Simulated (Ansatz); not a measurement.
**YC3 (built on the sites of a database entry of InC3): the cell at rest**

Aim: bring YC3 (built on the sites of a database entry of InC3) to small forces and stress, as phonons need.

Method: DFT PBEsol, scalar-relativistic, plane waves, PAW, in Ansatz 0.2.0.

Most raw output is cut from this account.

The structure was built from a prototype and need not be the compound's stable phase.

### Step 1. The starting structure

The structure is cubic, space group Pm-3m (No. 221). Conventional cell: a = 4.228 Å, b = 4.228 Å, c = 4.228 Å, α = 90.00°, β = 90.00°, γ = 90.00°. Y has 12 C at 2.99 Å nearest. C has 4 Y at 2.99 Å and 8 C at 2.99 Å nearest. Farther neighbours are not listed.

### Step 2. A coarse first look

A quick single point on a coarse mesh tells whether the cell has a gap and how far it is from rest, which sets the k mesh and smearing that follow.

input.yaml

```yaml
crystal:
  lattice:
    - [4.22763, 0.0, 0.0]
    - [0.0, 4.22763, 0.0]
    - [0.0, 0.0, 4.22763]
  atoms:
    - { symbol: "Y", position: [0.0, 0.0, 0.0] }
    - { symbol: C, position: [0.0, 0.5, 0.5] }
    - { symbol: C, position: [0.5, 0.0, 0.5] }
    - { symbol: C, position: [0.5, 0.5, 0.0] }
kpoints:
  mp_grid: { grid: [4, 4, 4] }
hamiltonian:
  xc: pbesol
scf:
  occupations: { method: gaussian, width: 0.1 }
output:
  forces: true
  stress: true
  eigenvalues: true
```

Run with:

```sh
ansatz run input.yaml --threads 8 --pin off --max-ram 14336MiB --backend cpu --events-out ev --progress --plain --runs-dir out
```

It took 0.26 s on 8 threads of Intel Xeon 6975P-C (Granite Rapids), shared host; peak memory 0.39 GiB; 0.81 s of CPU time.

This step gave:

| Item | Value |
| --- | --- |
| pressure | -27.89 GPa |
| volume per atom | 18.89 Å³ |
| gap on the k-mesh | 0 eV |

The coarse mesh shows no gap and a pressure of -27.9 GPa.

### Step 3. Coarse relaxation

A rough relaxation comes first, because large forces or stress need no tight tolerances yet.

input.yaml, as its differences from that of step 2:

```diff
@@ -11,3 +11,3 @@
 kpoints:
-  mp_grid: { grid: [4, 4, 4] }
+  mp_grid: { grid: [6, 6, 6] }
 hamiltonian:
@@ -20 +20,6 @@
   eigenvalues: true
+relax:
+  adjacent_minimum: "off"
+  f_tol: 0.05
+  max_steps: 80
+  cell: { stress_tol: 0.5 }
```

Elapsed: 1.5 s, on 8 threads; peak memory 0.44 GiB; 7.3 s of CPU time.

The steps of the relaxation:

```csv
step,energy less that of the first step (eV),largest force component (eV/Å),pressure (GPa),volume (Å³)
1,0.0000,0.0000,-28.14,75.56
2,-1.8744,0.0000,-28.14,65.04
3,-3.4708,0.0000,-24.35,55.54
4,-4.5406,0.0000,-12.28,46.81
5,-4.7154,0.0000,2.48,42.06
6,-4.7191,0.0000,-0.02,42.70
7*,-4.7119,0.0000,-0.32,42.70
```

Relaxation steps marked * repeat the geometry before them on a plane-wave basis chosen anew for their cell, so energy and pressure can jump there.

The run keeps the 48 symmetry operations that it works with, so distortions that break them were not tested.

```csv
cell as run,before,after,change
a (Å),4.228,3.495,-17.3 %
b (Å),4.228,3.495,-17.3 %
c (Å),4.228,3.495,-17.3 %
volume (Å³/atom),18.89,10.67,-43.5 %
```

The relaxed structure:

```xyz
4
Lattice="3.4951 0.0000 0.0000 0.0000 3.4951 0.0000 0.0000 0.0000 3.4951" Properties=species:S:1:pos:R:3 pbc="T T T"
Y     0.0000    0.0000    0.0000
C     0.0000    1.7475    1.7475
C     1.7475    0.0000    1.7475
C     1.7475    1.7475    0.0000
```

Numbers from this step:

```
pressure        : -0.3197 GPa
volume per atom : 10.67 Å³
```

In this step the volume went from 18.89 to 10.67 Å³/atom.

### Step 4. Bringing the structure to rest

Harmonic phonons are second derivatives at a point where the forces vanish, and they are wanted at zero stress, so atoms and cell are relaxed first.

input.yaml

```yaml
crystal:
  lattice:
    - [3.4950973417, 0.0, 0.0]
    - [0.0, 3.4950973417, 0.0]
    - [0.0, 0.0, 3.4950973417]
  atoms:
    - { symbol: "Y", position: [0.0, 0.0, 0.0] }
    - { symbol: C, position: [0.0, 0.5, 0.5] }
    - { symbol: C, position: [0.5, 0.0, 0.5] }
    - { symbol: C, position: [0.5, 0.5, 0.0] }
kpoints:
  mp_grid: { grid: [10, 10, 10] }
hamiltonian:
  xc: pbesol
scf:
  occupations: { method: gaussian, width: 0.1 }
output:
  forces: true
  stress: true
  eigenvalues: true
  write_density: true
  write_potential: true
  elf: true
  volumetric_format: npy
relax:
  adjacent_minimum: "off"
  f_tol: 0.005
  max_steps: 80
  cell: { stress_tol: 0.05 }
```

It took 1.1 s on 8 threads; peak memory 0.46 GiB.

Little changed from the start: no atom moved by 0.005 Å and no cell edge by 0.1 %.

Numbers from this step:

```
pressure        : -0.003007 GPa
volume per atom : 10.66 Å³
```

Valence density in the ac plane at fractional y = 0.000, with atoms of Y and C within 0.2 Å of it. It is the smooth field of the valence electrons, not physical close to the nuclei.

Ten even steps from '_' (0.1 e/Å³) to '@' (3.6 e/Å³), each cell a mean:
```
@@@@##--____________..==%%@@
%%##++::______________::++%%
++==::..______________..::==
....______........________..
________..::::--::..________
________..--====--::..______
________::--==--==--..______
________..--======::..______
________..::------::..______
..________....::....________
----..________________..::--
%%##==..______________::++##
@@@@##--____________..==##@@
@@@@%%--..__________..++%%@@
```
Columns run along a (3.5 Å), rows up along c (3.5 Å). Atoms in or near the plane, at fractional coordinates: Y at (0.00, 0.00), C at (0.50, 0.50).

ELF in the ac plane at fractional y = 0.000, with atoms of Y and C within 0.2 Å of it. It is the smooth field of the valence electrons, not physical close to the nuclei.

Ten even steps from '0' (0.07) to '9' (0.85), each cell a mean:
```
68982000004998
99961022102799
99621356521379
54214799973124
00038999997200
00269964799510
00379830499620
00279963699520
00148998997300
32115899984112
98521477631268
99951123202699
78982000004998
47993000005996
```
Columns run along a (3.5 Å), rows up along c (3.5 Å). Atoms in or near the plane, at fractional coordinates: Y at (0.00, 0.00), C at (0.50, 0.50).

Electrostatic potential energy in the ac plane at fractional y = 0.000, with atoms of Y and C within 0.2 Å of it. With pseudopotentials it is smooth inside the atoms' cores, unlike the true potential.

Ten even steps from '0' (-49 eV) to '9' (13 eV), each cell a mean:
```
00148999997410
11368999998531
34579999998754
77899988899887
99999754589999
99998410158999
99997300048999
99998400158999
99998743479999
78899887899988
45689999999764
12368999998531
00258999997410
00147999997310
```
Columns run along a (3.5 Å; values clipped at the 3rd and 97th percentile), rows up along c (3.5 Å). Atoms in or near the plane, at fractional coordinates: Y at (0.00, 0.00), C at (0.50, 0.50).

In this step the volume went from 10.67 to 10.66 Å³/atom.

### Step 5. Relaxing to small forces for the phonons

Phonons need a cell at rest on their own settings, so the relaxation is repeated with tight tolerances on forces and stress on the k mesh and occupations of the first response run.

input.yaml

```yaml
crystal:
  lattice:
    - [3.4936042675, 0.0, 0.0]
    - [0.0, 3.4936042675, 0.0]
    - [0.0, 0.0, 3.4936042675]
  atoms:
    - { symbol: "Y", position: [0.0, 0.0, 0.0] }
    - { symbol: C, position: [0.0, 0.5, 0.5] }
    - { symbol: C, position: [0.5, 0.0, 0.5] }
    - { symbol: C, position: [0.5, 0.5, 0.0] }
kpoints:
  mp_grid: { grid: [10, 10, 10] }
hamiltonian:
  xc: pbesol
scf:
  occupations: { method: methfessel_paxton, width: 0.15 }
output:
  forces: true
  stress: true
  eigenvalues: true
relax:
  adjacent_minimum: "off"
  f_tol: 0.001
  max_steps: 60
  cell: { stress_tol: 0.01 }
```

It took 0.92 s on 8 threads; peak memory 0.45 GiB.

Little changed from the start: no atom moved by 0.005 Å and no cell edge by 0.1 %.

This step gave:

| Item | Value |
| --- | --- |
| pressure | -3.79e-4 GPa |

The forces vanish by symmetry and the pressure is 0.000 GPa, within the tolerances set. The cell now holds 10.66 Å³/atom.

### Step 6. What came out

```json
{"space group after relaxation (within 0.01 Å)": "Pm-3m", "lattice constant a": "3.493 Å", "lattice constant b": "3.493 Å", "lattice constant c": "3.493 Å", "volume per atom": "10.7 Å³"}
```

In words: The forces vanish by symmetry and the pressure is 0.000 GPa, within the tolerances set. The cell now holds 10.66 Å³/atom. The relaxation keeps the symmetry of its start, so it says nothing on stability against lower symmetry. The runs are without spin polarisation, although the cell has an odd electron count. The starting cell was built on a prototype and not taken from a measurement, so the phase need not exist.

[Logs are printed without paths, hosts, clocks, repeated set-up lines and the standing remarks that a program may print on its own settings, such as how far it seeks lower states.]

[Hosts, paths, dates, database ids (printed as entryN), source tags and the programs' standing remarks are cut or masked in the printed files.]
